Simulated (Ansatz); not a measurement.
# InF (model cell, started as layered BN type): following an unstable mode, part 3 of 3

Which phase does InF (model cell, started as layered BN type) fall into along its unstable mode, and how much energy does it gain?

Ansatz 0.2.0; DFT PBEsol, scalar-relativistic, plane waves, PAW.

So far. Step 4 (The mode frozen in, largest atomic shift 0.6 Å): The run ends at a pressure of 1.13 GPa, with forces up to 0.70 eV/Å. Step 5 (Energy along the mode, all amplitudes (two of the runs …): The lowest of the steps tried is the last one, at 0.6 Å, 87.9 meV/atom below the parent; the bottom of the well need not coincide with a step. The relaxed cell has a = 3.996, c = 6.251 Å (conventional setting).

The structure was built from a prototype and need not be the compound's stable phase.

## 7. Modes of the new phase

A relaxed structure may still be a saddle point, so its zone-centre modes are computed. The response to a homogeneous field gives the Born charges and the dielectric tensor, and its change with displacement the Raman tensors.

File input.yaml:

```yaml
crystal:
  lattice:
    - [3.9959108346, 2.7524e-06, 0.0]
    - [-1.997957801, 3.4605589178, 0.0]
    - [0.0, 0.0, 6.2506564188]
  atoms:
    - { symbol: In, position: [0.3333333333, 0.6666666667, 0.2614942158] }
    - { symbol: In, position: [0.6666666667, 0.3333333333, 0.7385057842] }
    - { symbol: F, position: [0.6666666667, 0.3333333333, 0.1135914509] }
    - { symbol: F, position: [0.3333333333, 0.6666666667, 0.8864085491] }
kpoints:
  mp_grid: { grid: [10, 10, 4] }
hamiltonian:
  xc: pbesol
scf:
  occupations: { method: fixed }
output:
  eigenvalues: true
phonons:
  method: dfpt
  dielectric: true
  rigid_motions: translations
  raman: true
```

On the command line:

```console
$ ansatz run input.yaml --threads 4 --pin off --max-ram 7168MiB --backend cpu --events-out ev --progress --plain --runs-dir out
```

Numbers of over 12 decimals in the logs are rounded to 6 here.

Output:

```text
[...]
Crystal: 4 atoms, lattice volume = 86.435 Å³
Basis set: ecut = 420 eV, 1701 PW (Γ), exchange–correlation on 54×54×90 points (8 copies of the dense FFT grid, shifted against one another)
Bands: 24, of which v1, the nominal top of the filled ones, is band 20 counted from 1 (19 counted from 0)
Symmetry: 12 space group operations
k-points: 117 of 400 (irreducible under 2 space group operations, time reversal used)
[...]
SCF iter   1: F=—  HF=-12652.415610 eV  |F-HF|=—  |Δ(HF+E_count)|=         —  Δρ=1.32e-2  dr2=1.04e-1  ethr=1.77e-3  ⟨swp⟩=4.7  Hψ=9650  notcnv=0  defer=208
[...]
SCF iter  10: F=-12652.387985 eV  HF=-12652.387985 eV  |F-HF|=1.46e-11  |Δ(HF+E_count)|=  6.18e-10  Δρ=1.06e-7  dr2=9.59e-12  ethr=1.00e-12  ⟨swp⟩=7.5  Hψ=16154  notcnv=0
SCF 1 converged in 10 iterations: F = -12652.387985 eV  dr2 = 9.59e-12
[...]
NSCF: frozen V_eff on 2 k-points
[...]
Bands: 21, of which v1, the nominal top of the filled ones, is band 20 counted from 1 (19 counted from 0)
k-points: 165
[...]
Eigensolver: Dense (165 Hₖ)
SCF iter   1: F=—  HF=-12652.378386 eV  |F-HF|=—  |Δ(HF+E_count)|=         —  Δρ=4.05e-4  dr2=2.97e-5  ethr=1.00e-1
[...]
SCF iter   7: F=-12652.378381 eV  HF=-12652.378381 eV  |F-HF|=2.18e-11  |Δ(HF+E_count)|=  1.46e-10  Δρ=7.75e-8  dr2=7.07e-12  ethr=1.00e-12
SCF 1 converged in 7 iterations: F = -12652.378381 eV  dr2 = 7.07e-12
[...]
SCF converged after 10 iterations
Free energy (F): -12652.387985 eV
[...]
Internal energy: -12652.387985 eV  (E = F + TS)
E sigma→0 (E₀):  -12652.387985 eV
Fermi energy:    5.496675 eV
[...]
--- Band table (eV; the first three rows and the last of 117) ---
  k-point 0: bands = [... 16 lower, 1.1811, 1.5788, 1.5788, 5.2905, 7.9224, 12.3891, 12.3891, 12.4065]
  k-point 1: bands = [... 16 lower, 1.5764, 1.5764, 1.6346, 4.4299, 8.7034, 11.9893, 11.9893, 12.7963]
  k-point 2: bands = [... 16 lower, 1.5740, 1.5740, 2.9165, 2.9709, 9.5857, 11.7267, 11.8199, 11.8199]
  k-point 116: bands = [... 16 lower, 1.3979, 1.4812, 3.9568, 5.2633, 7.6166, 8.4470, 9.7933, 10.6393]
[...]
ASR residual: 5.023e-5 → 0.000e0 eV/Å²; symmetrization residual: 1.007e-4 eV/Å²
  ASR residual per site (eV/Å²): 5.83e-6 5.83e-6 5.02e-5 5.02e-5
[...]
ε∞ (high-frequency dielectric tensor):
        6.850424    -0.000000    -0.000000
        0.000000     6.850424    -0.000000
       -0.000000    -0.000000     5.876089
  ε⁰ (static dielectric tensor: ions relaxed, cell fixed):
       19.039829     0.000000    -0.000000
        0.000000    19.039829    -0.000000
       -0.000000    -0.000000    21.937268
  ε⁰ − ε∞ (ionic part):
       12.189405     0.000000    -0.000000
        0.000000    12.189405    -0.000000
       -0.000000    -0.000000    16.061180
[...]
Born effective charges Z* (e; rows j = field, columns β = displacement):
    site 0:
         1.55286   -0.00000   -0.00000
         0.00000    1.55286   -0.00000
        -0.00000   -0.00000    2.66481
    site 1:
         1.55286   -0.00000   -0.00000
         0.00000    1.55286   -0.00000
        -0.00000   -0.00000    2.66481
    site 2:
        -1.55286    0.00000    0.00000
        -0.00000   -1.55286    0.00000
         0.00000    0.00000   -2.66481
    site 3:
        -1.55286    0.00000    0.00000
        -0.00000   -1.55286    0.00000
         0.00000    0.00000   -2.66481
  Z* charge neutrality: 2.943e-3 e pre-enforcement
[...]
optical modes at Γ without the LO–TO term, one row a degenerate level:
      ω (cm⁻¹)  modes    IR ((D/Å)²/amu)  static Raman (Å⁴/amu)  depolarisation
         55.97      2             0.0000                 8.3871           0.750
        117.55      2            13.6512                 0.0000               —
        133.50      1             0.0000                79.7244           0.064
        175.73      1            20.1005                 0.0000               —
        200.95      2             0.0000                88.1569           0.750
        253.10      1             0.0000                11.5816           0.000
  optical modes at Γ + LO–TO along q̂ = [1.0000, 0.0000, 0.0000]:
      ω (cm⁻¹)  modes    IR ((D/Å)²/amu)  static Raman (Å⁴/amu)  depolarisation
         55.97      2             0.0000                 8.3871           0.750
        117.55      1             6.8256                 0.0000               —
        133.50      1             0.0000                79.7244           0.064
        175.73      1            20.1005                 0.0000               —
        195.97      1             6.8256                 0.0000               —
        200.95      2             0.0000                88.1569           0.750
        253.10      1             0.0000                11.5816           0.000
  optical modes at Γ + LO–TO along q̂ = [0.0000, 1.0000, 0.0000]:
      ω (cm⁻¹)  modes    IR ((D/Å)²/amu)  static Raman (Å⁴/amu)  depolarisation
         55.97      2             0.0000                 8.3871           0.750
        117.55      1             6.8256                 0.0000               —
        133.50      1             0.0000                79.7244           0.064
        175.73      1            20.1005                 0.0000               —
        195.97      1             6.8256                 0.0000               —
        200.95      2             0.0000                88.1569           0.750
        253.10      1             0.0000                11.5816           0.000
  optical modes at Γ + LO–TO along q̂ = [0.0000, 0.0000, 1.0000]:
      ω (cm⁻¹)  modes    IR ((D/Å)²/amu)  static Raman (Å⁴/amu)  depolarisation
         55.97      2             0.0000                 8.3871           0.750
        117.55      2            13.6512                 0.0000               —
        133.50      1             0.0000                79.7244           0.064
        200.95      2             0.0000                88.1569           0.750
        253.10      1             0.0000                11.5816           0.000
        339.55      1            20.1005                 0.0000               —
```

Wall time 7.4 min (4 threads of Intel Xeon 6975P-C (Granite Rapids), shared host); peak memory 2.7 GiB.

Numbers from this step:

```
sum-rule residual before enforcement                    : 5.02e-5 eV/Å²
miss of the charge sum rule                             : 0.002943 e
estimated error of the dielectric tensor                : 0.02333
estimated error of the Born charges                     : 0.01464 e
point group                                             : -3m
highest optical mode at the zone centre (no LO-TO term) : 253.1 cm⁻¹
lowest optical zone-centre mode                         : 55.97 cm⁻¹
mean high-frequency dielectric constant                 : 6.526
largest Born charge (third of the trace)                : 1.924 e
mean static dielectric constant                         : 20.01
top of the zone-centre spectrum with the field          : 339.6 cm⁻¹
```

Without the LO-TO term. Patterns of degenerate modes are one choice out of their space. The modes at Γ (shares of kinetic energy by element, %):

| mode | frequency (cm⁻¹) | symmetry | In % | F % |
| --- | --- | --- | --- | --- |
| 1 | 0.0 | acoustic | 86 | 14 |
| 2 | 0.0 | acoustic | 86 | 14 |
| 3 | 0.0 | acoustic | 86 | 14 |
| 4 | 56.0 | Eg | 100 | 0 |
| 5 | 56.0 | Eg | 100 | 0 |
| 6 | 117.5 | Eu | 14 | 86 |
| 7 | 117.5 | Eu | 14 | 86 |
| 8 | 133.5 | A1g | 99 | 1 |
| 9 | 175.7 | A2u | 14 | 86 |
| 10 | 200.9 | Eg | 0 | 100 |
| 11 | 200.9 | Eg | 0 | 100 |
| 12 | 253.1 | A1g | 1 | 99 |

Displacements in mode 5 (56.0 cm⁻¹), the largest set to 1:
```
In1  0.04 -1.00  0.00
In2 -0.04  1.00  0.00
F3   0.00 -0.10  0.00
F4   0.00  0.10  0.00
```

Displacements in mode 8 (133.5 cm⁻¹), the largest set to 1:
```
In1  0.00  0.00 -1.00
In2  0.00  0.00  1.00
F3   0.00  0.00 -0.19
F4   0.00  0.00  0.19
```

Optical modes at the zone centre, without and with the macroscopic field of the longitudinal modes; each column is sorted by frequency, so a row need not hold one and the same mode. Modes with and without the field, by row:

| rank among optical modes | no field (cm⁻¹) | q along (1, 0, 0) (cm⁻¹) | q along (0, 0, 1) (cm⁻¹) |
| --- | --- | --- | --- |
| 1 | 56 | 56 | 56 |
| 2 | 56 | 56 | 56 |
| 3 | 117.5 | 117.5 | 117.5 |
| 4 | 117.5 | 133.5 | 117.5 |
| 5 | 133.5 | 175.7 | 133.5 |
| 6 | 175.7 | 196 | 200.9 |
| 7 | 200.9 | 200.9 | 200.9 |
| 8 | 200.9 | 200.9 | 253.1 |
| 9 | 253.1 | 253.1 | 339.6 |

Born charge (rows field, columns displacement) (e), principal values of the symmetric part by kind of site:

| atom | atoms with these values | low | middle | high | mean |
| --- | --- | --- | --- | --- | --- |
| In1 | 2 | 1.55 | 1.55 | 2.66 | 1.92 |
| F3 | 2 | -2.66 | -1.55 | -1.55 | -1.92 |

In full for F3:

```
-1.55  0.00  0.00
 0.00 -1.55  0.00
 0.00  0.00 -2.66
```

High-frequency dielectric tensor:

```
6.85 0.00 0.00
0.00 6.85 0.00
0.00 0.00 5.88
```

Static dielectric tensor (ions relaxed, fixed cell):

```
19.04  0.00  0.00
 0.00 19.04  0.00
 0.00  0.00 21.94
```

Transverse modes. Infrared lines, with heights relative to the strongest:

| position (cm⁻¹) | label | relative intensity |
| --- | --- | --- |
| 56 | Eg | 0.0 |
| 118 | Eu | 68 |
| 134 | A1g | 0.0 |
| 176 | A2u | 100 |
| 201 | Eg | 0.0 |
| 253 | A1g | 0.0 |

Activity x (w_L - w)^4 (n + 1)/w, 532 nm, 300 K; the tensors are static ones, while 532 nm light lies above the computed direct gap, where resonance would change the heights; modes without the macroscopic field alone. Lines of the Raman spectrum (strongest = 100):

| position (cm⁻¹) | label | relative intensity |
| --- | --- | --- |
| 56 | Eg | 51 |
| 118 | Eu | 0.0 |
| 134 | A1g | 100 |
| 176 | A2u | 0.0 |
| 201 | Eg | 55 |
| 253 | A1g | 5.0 |

Before it was imposed, the acoustic sum rule was missed by 5.0e-5 eV/Å² and the charge sum rule by 0.0029 e. Small misses are needed for a sound result but don't prove that mesh and cutoff are converged. The lowest optical mode is real, 56.0 cm⁻¹.

The log warns of the k mesh: “the force constants stand on the 10×10×4 k-mesh, whose period is 10.64 times the interband length at k = (0.0000, 0.0000, 0.0000), direct gap 2.632 eV, under 14: take them and everything formed from them as unconverged”.

## 8. Outcome

| Item | Value |
| --- | --- |
| unstable mode of the parent | q = (0, 0, 0), 176i cm⁻¹ |
| depth at the lowest point sampled | 87.9 meV/atom |
| largest atomic shift at that point | 0.6 Å |
| space group reached (within 0.01 Å) | P-3m1 |
| energy gained over the parent (first relaxation, on the mesh of the frozen mode) | 160 meV/atom |
| volume per atom, phase reached | 21.6 Å³ |
| gap on the k-mesh, phase reached | 1.31 eV |
| lowest optical zone-centre mode, phase reached | 56.0 cm⁻¹ |
| highest optical mode at the zone centre (no LO-TO term), phase reached | 253 cm⁻¹ |

Along this mode the structure falls into P-3m1, 160 meV/atom below the parent. At the parent's cell the well is 87.88 meV/atom deep on the steps tried, with its lowest point at a shift of 0.6 Å. That is the last step tried, so the steps alone don't bracket the bottom of the well. Relaxing atoms and cell changes the gain by +72.01 meV/atom against the lowest step (energies at zero smearing). The new phase has no imaginary mode at the zone centre of its cell; other wavevectors were not checked. Of the 2 patterns followed to their end from this parent, this one ends 8.02 meV/atom above the lowest, Pnma. Each path keeps the symmetry of its pattern, so a lower phase may lie along a pattern not tried. With the field response the log warns that the k mesh is coarse for the force constants too, so the frequencies may not be converged. The q mesh is too sparse to interpolate, so only the solved wavevectors are given. The program warns that the interpolation holds no quadrupole term, so branches close to Γ can be off in this crystal. The starting cell was built on a prototype and not taken from a measurement, so the phase need not exist.

[Logs are printed without paths, hosts, clocks, repeated set-up lines and the standing remarks that a program may print on its own settings, such as how far it seeks lower states.]

[Hosts, paths, dates, database ids (printed as entryN), source tags and the programs' standing remarks are cut or masked in the printed files.]
